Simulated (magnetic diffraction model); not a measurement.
# Which magnetic order? CeSi2Ni5Pb

Space group Pnma (no. 62), a = 19.6290 Å, b = 3.8880 Å, c = 6.8240 Å.

```
site  atom       x    y       z
  4c    Pb  0.2657  1/4  0.6219
  4c    Ce  0.3553  1/4  0.1167
  4c    Ni  0.0016  1/4  0.6348
  4c    Ni  0.3877  1/4  0.6379
  4c    Ni  0.2025  1/4  0.3196
  4c    Ni  0.4872  1/4  0.3855
  4c    Ni  0.2059  1/4  0.9344
  4c    Si  0.0731  1/4  0.3405
  4c    Si  0.0850  1/4  0.9298
```

This is a made-up structure (elements placed in a structure type, unrelaxed), so the numbers test the method and describe no known phase.

Only Ce is taken to order (form factors of Ce3+); orders and moment sizes are assumed, and not adapted to the symmetry. Radiation: neutrons of λ = 1.594 Å, 1.5° to 35°; isotropic B of 0.36 Å² (Pb), 0.41 Å² (Ce), 0.47 Å² (Ni) and 0.61 Å² (Si). Simulated constant-wavelength pattern: nuclear and magnetic terms add, the magnetic one as |2.695 fm × Σ f S⊥ exp(2πi Q·r) exp(−B s²)|², summed over all Q at one angle with the factor 1/(sin²θ cos θ). For a modulated order the moment at position r is S exp(−2πi k·r) + c.c., with S = m/2 for a sine wave of amplitude m and S = m(u + iv)/2 for moments turning in a plane, u and v being orthogonal unit vectors in it; the phase factor of the sum at Q = H + k is then exp(2πi H·r). Free-ion form factors, Sears's scattering lengths of 1992, no absorption; a label names one of the reflections at its angle. The strongest nuclear line in the range is 100, and lines under 0.2 are left out.

Above the ordering temperature:

```csv
2θ (°),index,I
9.32,(2 0 0),1.2
14.21,(1 0 1),42.6
16.36,(2 0 1),53.2
18.69,(4 0 0),100.0
19.43,(3 0 1),14.6
23.08,(4 0 1),5.6
27.09,(5 0 1),0.3
27.29,(0 1 1),6.4
27.43,(1 0 2),0.2
27.70,(1 1 1),4.6
28.20,(6 0 0),3.3
30.32,(4 1 0),26.0
30.55,(3 0 2),1.4
30.80,(3 1 1),1.4
31.35,(6 0 1),0.7
33.06,(4 0 2),0.3
33.29,(4 1 1),0.4
```

Below it (cell unchanged):

| 2θ (°) | I |
| --- | --- |
| 8.38 | 0.5 |
| 9.32 | 1.2 |
| 10.25 | 0.4 |
| 13.93 | 1.3 |
| 14.21 | 42.6 |
| 14.54 | 1.2 |
| 15.84 | 2.0 |
| 16.36 | 53.2 |
| 16.91 | 1.8 |
| 17.75 | 1.5 |
| 18.69 | 100.0 |
| 18.76 | 1.6 |
| 19.43 | 14.6 |
| 19.64 | 1.2 |
| 20.12 | 1.4 |
| 22.32 | 0.2 |
| 23.08 | 5.6 |
| 23.86 | 0.2 |
| 25.14 | 3.2 |
| 25.84 | 2.9 |
| 27.09 | 0.3 |
| 27.24 | 0.3 |
| 27.28 | 0.9 |
| 27.29 | 6.4 |
| 27.31 | 2.3 |
| 27.43 | 0.2 |
| 27.55 | 1.7 |
| 27.61 | 0.9 |
| 27.70 | 4.6 |
| 27.88 | 1.7 |
| 28.20 | 3.3 |
| 29.16 | 0.3 |
| 29.73 | 0.5 |
| 30.32 | 26.0 |
| 30.36 | 0.3 |
| 30.48 | 0.3 |
(The table stops after 36 lines; 11 more lie at higher angle.)

**Question.** Find the propagation vector, then choose among these models:
A. moments turning in the plane of [100] and [010], 2 μB on Ce; signs + at (0.3553, 1/4, 0.1167), + at (0.6447, 3/4, 0.8833), + at (0.1447, 3/4, 0.6167), + at (0.8553, 1/4, 0.3833)
B. a sine wave with moments along [010] (amplitudes given), 2 μB on Ce; signs + at (0.3553, 1/4, 0.1167), + at (0.6447, 3/4, 0.8833), + at (0.1447, 3/4, 0.6167), + at (0.8553, 1/4, 0.3833)
C. a sine wave with moments along [100] (amplitudes given), 2 μB on Ce; signs + at (0.3553, 1/4, 0.1167), + at (0.6447, 3/4, 0.8833), + at (0.1447, 3/4, 0.6167), + at (0.8553, 1/4, 0.3833)
D. moments turning in the plane of [100] and [001], 2 μB on Ce; signs + at (0.3553, 1/4, 0.1167), + at (0.6447, 3/4, 0.8833), + at (0.1447, 3/4, 0.6167), + at (0.8553, 1/4, 0.3833)

The new lines index as (9/5 0 0) at 8.38°, (11/5 0 0) at 10.25°, (4/5 0 1) at 13.93° and (6/5 0 1) at 14.54°, that is as H ± k with k = (1/5 0 0). Satellites come in pairs about each point of the reciprocal lattice. Below the range, at 0.93°, lies the magnetic line (1/5 0 0) with 738.

Magnetic intensity, observed (below minus above) and for each model:

| 2θ (°) | index | observed | A | B | C | D |
| --- | --- | --- | --- | --- | --- | --- |
| 15.84 | (9/5 0 1) | 2.0 | 3.5 | 2.0 | 1.5 | 2.0 |
| 16.91 | (11/5 0 1) | 1.8 | 2.9 | 1.8 | 1.1 | 1.8 |
| 17.75 | (19/5 0 0) | 1.5 | 1.5 | 1.5 | <0.2 | 1.5 |
| 18.76 | (14/5 0 1) | 1.6 | 2.4 | 1.6 | 0.8 | 1.6 |
| 25.14 | (9/5 1 0) | 3.2 | 1.7 | <0.2 | 1.5 | 3.2 |
| 25.84 | (11/5 1 0) | 2.9 | 1.6 | 0.2 | 1.3 | 2.9 |
| 27.31 | (1/5 1 1) | 2.3 | 1.7 | 0.3 | 1.3 | 2.3 |
| 27.55 | (4/5 1 1) | 1.7 | 1.2 | 0.3 | 1.0 | 1.7 |

Model D matches.

The structure used: k = (1/5 0 0), moments turning in the plane of [100] and [001], 2 μB on Ce; signs + at (0.3553, 1/4, 0.1167), + at (0.6447, 3/4, 0.8833), + at (0.1447, 3/4, 0.6167), + at (0.8553, 1/4, 0.3833).

[Logs are printed without paths, hosts, clocks, repeated set-up lines and the standing remarks that a program may print on its own settings, such as how far it seeks lower states.]
